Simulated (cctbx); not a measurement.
# Accept or mend?

Cell a = 9.0300 Å, b = 9.0300 Å, c = 17.4400 Å, α = 90.00°, β = 90.00°, γ = 120.00°; space group R-3 (no. 148).

Simulated single-crystal data (cctbx): Mo Kα, λ = 0.71073 Å, to d = 0.8 Å, 95 % of the full sphere, strongest reflection 70000 counts, noise from counting, a 4 % proportional error and a noise floor of 15 counts (s.d.); no absorption.

An anisotropic refinement with weights 1/σ² prints:

```text
Rint 0.030, 566 unique reflections to 0.80 A
cycle     R1     wR2    GooF  max shift (A)
   1  0.0794  0.2608  10.923   0.01984
   2  0.0120  0.0405   1.697   0.00004
final R1 0.0120 wR2 0.0405 GooF 1.697  parameters 23  data/parameter 24.6
atom        x        y        z      Ueq    occ   su(xyz)  su(Uiso or U11)
Pr1    0.32130  0.91311  0.07379   0.0190  1.000  0.00003  0.0001
Pr2    0.33333  0.66667  0.46221   0.0197  1.000  0.00002  0.0002
Pr3    0.00000  0.00000  0.00000   0.0192  1.000  0.00000  0.0002
S1     0.92657  0.28330  0.24147   0.0534  1.000  0.00023  0.0008
difference map: max 0.61 min -1.18 rms 0.18
Q1    0.0000  0.0000  0.5000    3    0.61  2.80 A from Pr1
Q2    0.0285  0.9669  0.7669   18    0.41  0.69 A from Pr2
Q3    0.0256  0.6398  0.9958   18    0.41  1.50 A from Pr1
Q4    0.0269  0.1529  0.1744   18    0.41  1.38 A from Pr2
Q5    0.0446  0.7610  0.2482   18    0.39  1.14 A from Pr1
Q6    0.0000  0.0000  0.0684    6    0.38  1.19 A from Pr3
```

**Question.** Can this result stand? If not, what is the likely fault?

Mend it. The fault: wrong element: S1 is Al. Against the right model at the same level, R1 goes from 0.0084 to 0.0120 and GooF from 0.91 to 1.70, U of S1 swells from 0.0413 to 0.0534 Å² and a hole of -1.2 e/Å³ opens. S1 has 3 electrons too many and its U swells to shed them, as expected.

The compound is Pr3Al2. The right model at the same level gives:

```text
Rint 0.030, 566 unique reflections to 0.80 A
cycle     R1     wR2    GooF  max shift (A)
   1  0.0733  0.2498  10.464   0.01631
   2  0.0084  0.0218   0.913   0.00002
final R1 0.0084 wR2 0.0218 GooF 0.913  parameters 23  data/parameter 24.6
atom        x        y        z      Ueq    occ   su(xyz)  su(Uiso or U11)
Pr1    0.32130  0.91312  0.07380   0.0191  1.000  0.00002  0.0001
Pr2    0.33333  0.66667  0.46220   0.0198  1.000  0.00001  0.0001
Pr3    0.00000  0.00000  0.00000   0.0193  1.000  0.00000  0.0001
Al1    0.92669  0.28285  0.24151   0.0413  1.000  0.00013  0.0004
difference map: max 0.56 min -0.37 rms 0.11
Q1    0.0000  0.0000  0.5000    3    0.56  2.80 A from Pr1
Q2    0.0000  0.0000  0.0688    6    0.36  1.20 A from Pr3
Q3    0.0317  0.6160  0.5090   18    0.35  1.52 A from Al1
Q4    0.0231  0.1696  0.6825   18    0.34  2.35 A from Pr1
Q5    0.9993  0.3973  0.9875   18    0.33  1.68 A from Pr1
Q6    0.0514  0.6258  0.9141   18    0.33  1.15 A from Pr1
```

The model is made up (kin elements in a known structure type, no relaxation), so it says nothing on whether the phase exists.

[Middle refinement cycles are left out of these outputs.]

[Logs are printed without paths, hosts, clocks, repeated set-up lines and the standing remarks that a program may print on its own settings, such as how far it seeks lower states.]
